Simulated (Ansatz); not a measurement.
# What Tl2Te (model cell, started as antifluorite) distorts into, part 2 of 3

Which phase does Tl2Te (model cell, started as antifluorite) fall into along its unstable mode, and how much energy does it gain?

Ansatz 0.2.0; DFT PBEsol, scalar-relativistic, plane waves, PAW.

So far, highest frequency on the path or at a solved wavevector (cm⁻¹): step 2 (the dispersion) 83.6. Also lowest frequency on the path (cm⁻¹): step 2 -25.5.

The structure was built from a prototype and need not be the compound's stable phase.

**5. Energy along the mode, all amplitudes (two of the runs are shown above)**

An imaginary frequency means negative curvature, so the energy should fall and then rise again as anharmonic terms take over.

This step gave:

| Property | Result |
| --- | --- |
| depth at the lowest point sampled | 3.077 meV/atom |
| largest atomic shift at that point | 0.32 Å |

Energy from the parent against largest atomic shift:

```tsv
largest atomic shift (Å)	energy from the parent (meV/atom)
0.000	0
0.040	-0.162
0.080	-0.471
0.140	-0.893
0.220	-1.91
0.320	-3.08
0.450	-1.95
0.600	5.85
```

Displacement at unit largest shift by atom:

```tsv
atom	x (Å)	y (Å)	z (Å)	size
Te1	0.000	-0.707	-0.707	1.000
Te2	0.000	0.707	0.707	1.000
Tl3	0.000	-0.319	-0.319	0.451
Tl4	0.000	0.319	0.319	0.451
Tl5	0.000	-0.319	-0.319	0.451
Tl6	0.000	0.319	0.319	0.451
```

The lowest of the steps tried is at 0.32 Å, 3.08 meV/atom below the parent; the bottom of the well need not coincide with a step.

**6. Relaxation from the frozen mode**

Starting from the lowest point found, all atoms and the cell are let go, so that strain and other modes of the same symmetry can join in.

Contents of input.yaml:

```yaml
crystal:
  lattice:
    - [0.0, -3.8354657154, -3.8354657154]
    - [0.0, 3.8354657154, -3.8354657154]
    - [7.6709314308, 0.0, 0.0]
  atoms:
    - { symbol: Te, position: [0.5589952269, 0.5, 0.5] }
    - { symbol: Te, position: [-0.0589952269, 0.0, 0.0] }
    - { symbol: Tl, position: [0.0266140897, 0.5, 0.75] }
    - { symbol: Tl, position: [0.4733859103, 0.0, 0.25] }
    - { symbol: Tl, position: [0.0266140897, 0.5, 0.25] }
    - { symbol: Tl, position: [0.4733859103, 0.0, 0.75] }
kpoints:
  mp_grid: { grid: [6, 6, 4] }
hamiltonian:
  xc: pbesol
scf:
  occupations: { method: gaussian, width: 0.01 }
output:
  forces: true
  stress: true
  eigenvalues: true
relax:
  adjacent_minimum: "off"
  f_tol: 0.002
  max_steps: 120
  cell: { stress_tol: 0.03 }
```

On the command line:

```bash
> ansatz run input.yaml --threads 4 --pin off --max-ram 7168MiB --backend cpu --events-out ev --progress --plain --runs-dir out
```

Numbers of over 12 decimals in the logs are rounded to 6 here.

Log:

```text
[...]
Crystal: 6 atoms, lattice volume = 225.691 Å³
Basis set: ecut = 420 eV, 4429 PW (Γ), exchange–correlation on 80×80×108 points (8 copies of the dense FFT grid, shifted against one another)
Bands: 51, of which v1, the nominal top of the filled ones, is band 42 counted from 1 (41 counted from 0)
Symmetry: 8 space group operations
[...]
k-points: 48 of 144
[...]
SCF iter   1: F=—  HF=-58986.697496 eV  |F-HF|=—  |Δ(HF+E_count)|=         —  Δρ=2.17e-3  dr2=1.20e-2  ethr=1.77e-3  ⟨swp⟩=7.4  Hψ=10113  notcnv=0
[...]
SCF iter   6: F=-58986.688591 eV  HF=-58986.688591 eV  |F-HF|=2.31e-8  |Δ(HF+E_count)|=   6.12e-8  Δρ=3.30e-6  dr2=1.58e-8  ethr=1.19e-10  ⟨swp⟩=10.8  Hψ=12062  notcnv=0
SCF 1 converged in 6 iterations: F = -58986.688591 eV  dr2 = 1.58e-8
[...]
relax step   1: F+E_penalty+E_count = -58986.68859134 eV  Δ(F+E_penalty+E_count) = +0.000e0 eV  max|allowed force component| = 8.210e-2 eV/Å  Δτ_max = 0.0000 Å  P = +0.026 GPa  Ω = 225.691 Å³  (6 SCF iters, dr2 threshold 1.00e-7 eV, accepted)
Crystal: 6 atoms, lattice volume = 225.872 Å³
Basis set: ecut = 420 eV, 4401 PW (Γ), exchange–correlation on 80×80×108 points (8 copies of the dense FFT grid, shifted against one another)
[...]
SCF iter   5: F=-58986.696916 eV  HF=-58986.696916 eV  |F-HF|=1.76e-8  |Δ(HF+E_count)|=   6.14e-7  Δρ=3.14e-6  dr2=1.69e-8  ethr=5.02e-10  ⟨swp⟩=7.6  Hψ=11237  notcnv=0
SCF 2 converged in 5 iterations: F = -58986.696916 eV  dr2 = 1.69e-8
relax step   2: F+E_penalty+E_count = -58986.69691562 eV  Δ(F+E_penalty+E_count) = -8.324e-3 eV  max|allowed force component| = 2.983e-2 eV/Å  Δτ_max = 0.0201 Å  P = -0.049 GPa  Ω = 225.872 Å³  energy of the carried Pulay correction = -3.075e-5 eV  (5 SCF iters, dr2 threshold 4.21e-7 eV, accepted)
Crystal: 6 atoms, lattice volume = 225.052 Å³
Basis set: ecut = 420 eV, 4375 PW (Γ), exchange–correlation on 80×80×108 points (8 copies of the dense FFT grid, shifted against one another)
[...]
SCF iter   6: F=-58986.704989 eV  HF=-58986.704989 eV  |F-HF|=9.17e-10  |Δ(HF+E_count)|=   1.20e-7  Δρ=1.61e-6  dr2=5.29e-9  ethr=1.61e-10  ⟨swp⟩=3.0  Hψ=8545  notcnv=0
SCF 3 converged in 6 iterations: F = -58986.704989 eV  dr2 = 5.29e-9
relax step   3: F+E_penalty+E_count = -58986.70498939 eV  Δ(F+E_penalty+E_count) = -8.074e-3 eV  max|allowed force component| = 4.495e-2 eV/Å  Δτ_max = 0.0406 Å  P = -0.031 GPa  Ω = 225.052 Å³  energy of the carried Pulay correction = +1.090e-4 eV  (6 SCF iters, dr2 threshold 2.12e-7 eV, accepted)
[... from here on, the SCF cycles and remarks between the steps are left out ...]
relax step   4: F+E_penalty+E_count = -58986.71961888 eV  Δ(F+E_penalty+E_count) = -1.463e-2 eV  max|allowed force component| = 1.262e-2 eV/Å  Δτ_max = 0.1169 Å  P = -0.265 GPa  Ω = 226.147 Å³  energy of the carried Pulay correction = -7.743e-5 eV  (7 SCF iters, dr2 threshold 1.26e-7 eV, accepted)
relax step   5: F+E_penalty+E_count = -58986.71994895 eV  Δ(F+E_penalty+E_count) = -3.301e-4 eV  max|allowed force component| = 4.852e-2 eV/Å  Δτ_max = 0.1353 Å  P = -0.163 GPa  Ω = 223.110 Å³  energy of the carried Pulay correction = +4.436e-4 eV  (6 SCF iters, dr2 threshold 3.73e-7 eV, rejected (line search))
relax step   6: F+E_penalty+E_count = -58986.72687775 eV  Δ(F+E_penalty+E_count) = -7.259e-3 eV  max|allowed force component| = 5.260e-3 eV/Å  Δτ_max = 0.0322 Å  P = -0.011 GPa  Ω = 223.253 Å³  energy of the carried Pulay correction = +4.188e-4 eV  (10 SCF iters, accepted)
relax step   7: F+E_penalty+E_count = -58986.73253079 eV  Δ(F+E_penalty+E_count) = -5.653e-3 eV  max|allowed force component| = 7.766e-3 eV/Å  Δτ_max = 0.0375 Å  P = -0.019 GPa  Ω = 222.219 Å³  energy of the carried Pulay correction = +5.989e-4 eV  (7 SCF iters, dr2 threshold 1.97e-8 eV, accepted)
relax step   8: F+E_penalty+E_count = -58986.73601136 eV  Δ(F+E_penalty+E_count) = -3.481e-3 eV  max|allowed force component| = 2.080e-2 eV/Å  Δτ_max = 0.0365 Å  P = +0.088 GPa  Ω = 220.190 Å³  energy of the carried Pulay correction = +9.560e-4 eV  (7 SCF iters, dr2 threshold 1.75e-8 eV, accepted)
relax step   9: F+E_penalty+E_count = -58986.73849881 eV  Δ(F+E_penalty+E_count) = -2.487e-3 eV  max|allowed force component| = 3.452e-2 eV/Å  Δτ_max = 0.0299 Å  P = -0.018 GPa  Ω = 219.529 Å³  energy of the carried Pulay correction = +1.074e-3 eV  (6 SCF iters, dr2 threshold 1.90e-7 eV, accepted)
relax step  10: F+E_penalty+E_count = -58986.73754266 eV  Δ(F+E_penalty+E_count) = +9.562e-4 eV  max|allowed force component| = 7.065e-2 eV/Å  Δτ_max = 0.0756 Å  P = +0.112 GPa  Ω = 218.648 Å³  energy of the carried Pulay correction = +1.231e-3 eV  (7 SCF iters, dr2 threshold 8.30e-8 eV, rejected (line search))
relax step  11: F+E_penalty+E_count = -58986.74383998 eV  Δ(F+E_penalty+E_count) = -5.341e-3 eV  max|allowed force component| = 5.073e-3 eV/Å  Δτ_max = 0.0201 Å  P = +0.012 GPa  Ω = 219.876 Å³  energy of the carried Pulay correction = +1.012e-3 eV  (9 SCF iters, accepted)
relax step  12: F+E_penalty+E_count = -58986.74685216 eV  Δ(F+E_penalty+E_count) = -3.012e-3 eV  max|allowed force component| = 8.361e-3 eV/Å  Δτ_max = 0.0292 Å  P = -0.023 GPa  Ω = 219.080 Å³  energy of the carried Pulay correction = +1.154e-3 eV  (7 SCF iters, dr2 threshold 3.72e-8 eV, accepted)
relax step  13: F+E_penalty+E_count = -58986.74796251 eV  Δ(F+E_penalty+E_count) = -1.110e-3 eV  max|allowed force component| = 3.190e-3 eV/Å  Δτ_max = 0.0239 Å  P = -0.013 GPa  Ω = 218.633 Å³  energy of the carried Pulay correction = +1.234e-3 eV  (6 SCF iters, dr2 threshold 1.34e-8 eV, accepted)
relax step  14: F+E_penalty+E_count = -58986.74797383 eV  Δ(F+E_penalty+E_count) = -1.132e-5 eV  max|allowed force component| = 1.187e-2 eV/Å  Δτ_max = 0.0066 Å  P = +0.039 GPa  Ω = 218.166 Å³  energy of the carried Pulay correction = +1.318e-3 eV  (6 SCF iters, dr2 threshold 6.36e-10 eV, rejected (line search))
relax step  15: F+E_penalty+E_count = -58986.74804169 eV  Δ(F+E_penalty+E_count) = -7.919e-5 eV  max|allowed force component| = 1.391e-3 eV/Å  Δτ_max = 0.0033 Å  P = -0.006 GPa  Ω = 218.476 Å³  energy of the carried Pulay correction = +1.262e-3 eV  (7 SCF iters, accepted)
relax step  16: F+E_penalty+E_count = -58986.74812562 eV  Δ(F+E_penalty+E_count) = -8.393e-5 eV  max|allowed force component| = 2.497e-3 eV/Å  Δτ_max = 0.0066 Å  P = +0.014 GPa  Ω = 218.264 Å³  energy of the carried Pulay correction = +1.300e-3 eV  (8 SCF iters, accepted)
relax step  17: F+E_penalty+E_count = -58986.74823936 eV  Δ(F+E_penalty+E_count) = -1.137e-4 eV  max|allowed force component| = 1.990e-3 eV/Å  Δτ_max = 0.0183 Å  P = +0.035 GPa  Ω = 217.931 Å³  energy of the carried Pulay correction = +1.360e-3 eV  (8 SCF iters, dr2 threshold 3.90e-10 eV, accepted)
relax step  18: F+E_penalty+E_count = -58986.74814562 eV  Δ(F+E_penalty+E_count) = +9.374e-5 eV  max|allowed force component| = 1.835e-3 eV/Å  Δτ_max = 0.0038 Å  P = -0.019 GPa  Ω = 218.674 Å³  energy of the carried Pulay correction = +1.227e-3 eV  (6 SCF iters, dr2 threshold 4.54e-9 eV, accepted)
relax step  19: F+E_penalty+E_count = -58986.74821066 eV  Δ(F+E_penalty+E_count) = -6.504e-5 eV  max|allowed force component| = 8.635e-4 eV/Å  Δτ_max = 0.0066 Å  P = +0.002 GPa  Ω = 218.470 Å³  energy of the carried Pulay correction = +1.263e-3 eV  (8 SCF iters, accepted)
relax step  20: F+E_penalty+E_count = -58986.74822879 eV  Δ(F+E_penalty+E_count) = -1.812e-5 eV  max|allowed force component| = 7.946e-4 eV/Å  Δτ_max = 0.0038 Å  P = +0.002 GPa  Ω = 218.406 Å³  energy of the carried Pulay correction = +1.275e-3 eV  (7 SCF iters, accepted)
relax step  21: F+E_penalty+E_count = -58986.75368190 eV  Δ(F+E_penalty+E_count) = -5.453e-3 eV  max|allowed force component| = 8.339e-4 eV/Å  Δτ_max = 0.0000 Å  P = +0.052 GPa  Ω = 218.406 Å³  stress off target by 1.73e-1 GPa  SCF on the basis re-selected at this cell (its energy is not comparable with the rows above)  (7 SCF iters)
relax step  22: F+E_penalty+E_count = -58986.75556602 eV  Δ(F+E_penalty+E_count) = -1.884e-3 eV  max|allowed force component| = 1.448e-2 eV/Å  Δτ_max = 0.0271 Å  P = -0.020 GPa  Ω = 218.216 Å³  energy of the carried Pulay correction = +2.890e-5 eV  (6 SCF iters, dr2 threshold 7.46e-8 eV, accepted)
relax step  23: F+E_penalty+E_count = -58986.75496554 eV  Δ(F+E_penalty+E_count) = +6.005e-4 eV  max|allowed force component| = 3.883e-2 eV/Å  Δτ_max = 0.0346 Å  P = +0.119 GPa  Ω = 217.496 Å³  energy of the carried Pulay correction = +1.511e-4 eV  (7 SCF iters, dr2 threshold 3.10e-8 eV, rejected (line search))
relax step  24: F+E_penalty+E_count = -58986.75650116 eV  Δ(F+E_penalty+E_count) = -9.351e-4 eV  max|allowed force component| = 4.550e-3 eV/Å  Δτ_max = 0.0032 Å  P = +0.006 GPa  Ω = 218.292 Å³  energy of the carried Pulay correction = +1.352e-5 eV  (10 SCF iters, accepted)
relax step  25: F+E_penalty+E_count = -58986.75649654 eV  Δ(F+E_penalty+E_count) = +4.618e-6 eV  max|allowed force component| = 3.392e-3 eV/Å  Δτ_max = 0.0136 Å  P = -0.004 GPa  Ω = 218.567 Å³  energy of the carried Pulay correction = -3.546e-5 eV  (7 SCF iters, dr2 threshold 1.29e-9 eV, accepted)
relax step  26: F+E_penalty+E_count = -58986.75658364 eV  Δ(F+E_penalty+E_count) = -8.709e-5 eV  max|allowed force component| = 3.654e-4 eV/Å  Δτ_max = 0.0032 Å  P = +0.001 GPa  Ω = 218.330 Å³  energy of the carried Pulay correction = +6.017e-6 eV  (7 SCF iters, dr2 threshold 7.19e-10 eV, accepted)
[...]
SCF iter   6: F=-58986.756588 eV  HF=-58986.756588 eV  |F-HF|=2.18e-11  |Δ(HF+E_count)|=  3.64e-11  Δρ=4.72e-8  dr2=1.13e-11  ethr=1.00e-12  ⟨swp⟩=6.3  Hψ=10940  notcnv=0
SCF 27 converged in 6 iterations: F = -58986.756588 eV  dr2 = 1.13e-11
relax step  27: F+E_penalty+E_count = -58986.75658782 eV  Δ(F+E_penalty+E_count) = -4.182e-6 eV  max|allowed force component| = 3.347e-4 eV/Å  Δτ_max = 0.0000 Å  P = -0.000 GPa  Ω = 218.330 Å³  stress off target by 1.05e-3 GPa  SCF on the basis re-selected at this cell (its energy is not comparable with the rows above)  (6 SCF iters)
[...]
SCF converged after 6 iterations
Free energy (F): -58986.756588 eV
[...]
Internal energy: -58986.756509 eV  (E = F + TS)
E sigma→0 (E₀):  -58986.756549 eV
Entropy (-TS):   -0.000078 eV (-0.013 meV/atom)
Fermi energy:    7.302474 eV
[...]
--- Forces (eV/Å), atoms counted from 1 ---
  atom   1  Te     0.00000000     0.00033469     0.00033469
  atom   2  Te     0.00000000    -0.00033469    -0.00033469
  atom   3  Tl     0.00011536    -0.00001476    -0.00001476
  atom   4  Tl     0.00011536     0.00001476     0.00001476
  atom   5  Tl    -0.00011536    -0.00001476    -0.00001476
  atom   6  Tl    -0.00011536     0.00001476     0.00001476
  max |Σ_I F_I| component: 1.73e-18 eV/Å
--- Stress (GPa, compression-positive) ---
       -0.000776      -0.000000      -0.000000
       -0.000000       0.000266       0.000785
       -0.000000       0.000785       0.000266
  P = ⅓ Tr σ = -0.0001 GPa (-0.001 kbar)
--- Band table (eV; the first three rows and the last of 48) ---
  k-point 0: bands = [... 38 lower, 5.6075, 6.3083, 6.3341, 6.4003, 7.6659, 8.3764, 9.6149, 10.5976, ... 5 higher]
  k-point 1: bands = [... 38 lower, 5.5227, 5.8388, 6.2269, 6.8177, 7.8194, 9.2419, 9.7562, 10.3787, ... 5 higher]
  k-point 2: bands = [... 38 lower, 5.8519, 5.8519, 6.2707, 6.2707, 9.0687, 9.0687, 10.1917, 10.1917, ... 5 higher]
  k-point 47: bands = [... 38 lower, 6.0229, 6.0229, 6.2121, 6.2121, 7.9903, 7.9903, 9.6889, 9.6889, ... 5 higher]
--- Relaxed structure (25 steps of the walk, 21 accepted, 2 SCFs on fresh bases) ---
  F+E_penalty+E_count = -58986.75658782 eV   max|allowed force component| = 3.347e-4 eV/Å   (the final SCF, on the basis selected at the relaxed cell)
  cell:  # Å, volume = 218.3299 Å³
    - [0, -4.492585, -4.492585]
    - [0, 3.176100, -3.176100]
    - [7.650552, 0, 0]
  atoms:
    - { symbol: Te, position: [0.622431, 0.500000, 0.5] }
    - { symbol: Te, position: [-0.122431, 0.0, 4.098832493253113e-19] }
    - { symbol: Tl, position: [0.038978, 0.5, 0.734157] }
    - { symbol: Tl, position: [0.461022, 0.0, 0.234157] }
    - { symbol: Tl, position: [0.038978, 0.5, 0.265843] }
    - { symbol: Tl, position: [0.461022, 0.0, 0.765843] }
```

Elapsed: 3.7 min, on 4 threads of Arm Neoverse V2, shared host; peak memory 0.85 GiB.

The steps of the relaxation (22 of 27):

```tsv
step	energy less that of the first step (eV)	largest force component (eV/Å)	pressure (GPa)	volume (Å³)
1	0.0000	0.0821	0.03	225.69
2	-0.0083	0.0298	-0.05	225.87
3	-0.0164	0.0450	-0.03	225.05
5	-0.0314	0.0485	-0.16	223.11
6	-0.0383	0.0053	-0.01	223.25
7	-0.0439	0.0078	-0.02	222.22
8	-0.0474	0.0208	0.09	220.19
10	-0.0490	0.0706	0.11	218.65
11	-0.0552	0.0051	0.01	219.88
12	-0.0583	0.0084	-0.02	219.08
13	-0.0594	0.0032	-0.01	218.63
15	-0.0595	0.0014	-0.01	218.48
16	-0.0595	0.0025	0.01	218.26
17	-0.0596	0.0020	0.03	217.93
18	-0.0596	0.0018	-0.02	218.67
20	-0.0596	0.0008	0.00	218.41
21*	-0.0651	0.0008	0.05	218.41
22	-0.0670	0.0145	-0.02	218.22
23	-0.0664	0.0388	0.12	217.50
25	-0.0679	0.0034	0.00	218.57
26	-0.0680	0.0004	0.00	218.33
27*	-0.0680	0.0003	0.00	218.33
```

Relaxation steps marked * repeat the geometry before them on a plane-wave basis chosen anew for their cell, so energy and pressure can jump there. Other such steps can lie between the rows shown. Relaxation steps 5, 10, 14, 23 were tried and not accepted.

Forces are held to the 8 operations that the run works with; a distortion that breaks them can't arise in this run.

```tsv
cell as run	before	after	change
a (Å)	5.424	6.353	+17.1 %
b (Å)	5.424	4.492	-17.2 %
c (Å)	7.671	7.651	-0.3 %
volume (Å³/atom)	37.62	36.39	-3.3 %
```

The atoms that moved most (Å, as changes of fractional coordinates times the final cell):

```tsv
atom	dx	dy	dz	length
Te2	0.000	0.285	0.285	0.403
Te1	0.000	-0.285	-0.285	0.403
Tl5	0.121	-0.056	-0.056	0.144
Tl4	-0.121	0.056	0.056	0.144
Tl3	-0.121	-0.056	-0.056	0.144
Tl6	0.121	0.056	0.056	0.144
```

This step gave:

* pressure: -8.15e-5 GPa
* volume per atom: 36.39 Å³

The distorted start has space group Pmmn; the relaxation ends in Pmmn.

**7. The new phase in its own primitive cell**

The relaxed structure is symmetrised, reduced to its primitive cell and relaxed tightly, as its phonons need.

Contents of input.yaml:

```yaml
crystal:
  lattice:
    - [4.4916836757, 0.0, 0.0]
    - [0.0, 7.6505524569, 0.0]
    - [0.0, 0.0, 6.3534753378]
  atoms:
    - { symbol: Te, position: [0.5, 0.5, 0.3724314289] }
    - { symbol: Te, position: [0.0, 0.0, 0.6275685711] }
    - { symbol: Tl, position: [0.5, 0.2658431807, 0.7889775441] }
    - { symbol: Tl, position: [0.0, 0.7658431807, 0.2110224559] }
    - { symbol: Tl, position: [0.5, 0.7341568193, 0.7889775441] }
    - { symbol: Tl, position: [0.0, 0.2341568193, 0.2110224559] }
kpoints:
  mp_grid: { grid: [8, 4, 6] }
hamiltonian:
  xc: pbesol
scf:
  occupations: { method: gaussian, width: 0.01 }
output:
  forces: true
  stress: true
  eigenvalues: true
relax:
  adjacent_minimum: "off"
  f_tol: 0.001
  max_steps: 60
  cell: { stress_tol: 0.01 }
```

Log:

```text
[...]
Crystal: 6 atoms, lattice volume = 218.330 Å³
Basis set: ecut = 420 eV, 4247 PW (Γ), exchange–correlation on 64×108×90 points (8 copies of the dense FFT grid, shifted against one another)
Bands: 51, of which v1, the nominal top of the filled ones, is band 42 counted from 1 (41 counted from 0)
Symmetry: 8 space group operations
[...]
k-points: 60 of 192
[...]
cell:  # Å, volume = 218.4304 Å³
    - [4.481719, 0.0, 0.0]
    - [0.0, 7.650534, 0.0]
    - [0.0, 0.0, 6.370547]
  atoms:
    - { symbol: Te, position: [0.5, 0.5, 0.372502] }
    - { symbol: Te, position: [0, 0, 0.627498] }
    - { symbol: Tl, position: [0.5, 0.266199, 0.788644] }
    - { symbol: Tl, position: [0, 0.766199, 0.211356] }
    - { symbol: Tl, position: [0.5, 0.733801, 0.788644] }
    - { symbol: Tl, position: [0, 0.233801, 0.211356] }
[key lines of the parts left out:]
SCF converged after 6 iterations
Free energy (F): -58986.756357 eV
Fermi energy:    7.313309 eV
P = ⅓ Tr σ = 0.0003 GPa (0.003 kbar)
```

Wall time 65 s (4 threads); peak memory 0.9 GiB; 4.2 min of CPU time.

Relaxation path:

```tsv
step	energy less that of the first step (eV)	largest force component (eV/Å)	pressure (GPa)	volume (Å³)
1	0.0000	0.0021	0.02	218.33
2	0.0000	0.0022	0.00	218.43
3	0.0000	0.0010	-0.01	218.56
4	-0.0001	0.0009	0.00	218.48
5	-0.0001	0.0005	0.00	218.44
6	-0.0001	0.0001	0.00	218.43
7*	-0.0001	0.0001	0.00	218.43
```

Relaxation steps marked * repeat the geometry before them on a plane-wave basis chosen anew for their cell, so energy and pressure can jump there.

The run keeps the 8 symmetry operations that it works with, so distortions that break them were not tested.

```tsv
conventional cell, symmetrised	before	after	change
a (Å)	4.492	4.482	-0.2 %
b (Å)	7.651	7.651	-0.0 %
c (Å)	6.353	6.371	+0.3 %
volume (Å³/atom)	36.39	36.41	+0.0 %
```

The relaxed structure:

```cif
data_structure
_symmetry_space_group_name_H-M 'P 1'
_symmetry_Int_Tables_number 1
_cell_length_a 4.4817
_cell_length_b 7.6505
_cell_length_c 6.3705
_cell_angle_alpha 90.000
_cell_angle_beta 90.000
_cell_angle_gamma 90.000
_cell_volume 218.43
loop_
_atom_site_label
_atom_site_type_symbol
_atom_site_fract_x
_atom_site_fract_y
_atom_site_fract_z
_atom_site_occupancy
Te1 Te 0.50000 0.50000 0.37250 1
Te2 Te 0.00000 0.00000 0.62750 1
Tl3 Tl 0.50000 0.26620 0.78864 1
Tl4 Tl 0.00000 0.76620 0.21136 1
Tl5 Tl 0.50000 0.73380 0.78864 1
Tl6 Tl 0.00000 0.23380 0.21136 1
```

Numbers from this step:

```yaml
pressure: 3.03e-4 GPa
volume_per_atom: 36.41 Å³
```

The largest force component left is 0.14 meV/Å and the pressure is 0.000 GPa, within the tolerances set. The cell now holds 36.41 Å³/atom.

(Continued in part 3 of 3.)

[Logs are printed without paths, hosts, clocks, repeated set-up lines and the standing remarks that a program may print on its own settings, such as how far it seeks lower states.]

[Hosts, paths, dates, database ids (printed as entryN), source tags and the programs' standing remarks are cut or masked in the printed files.]
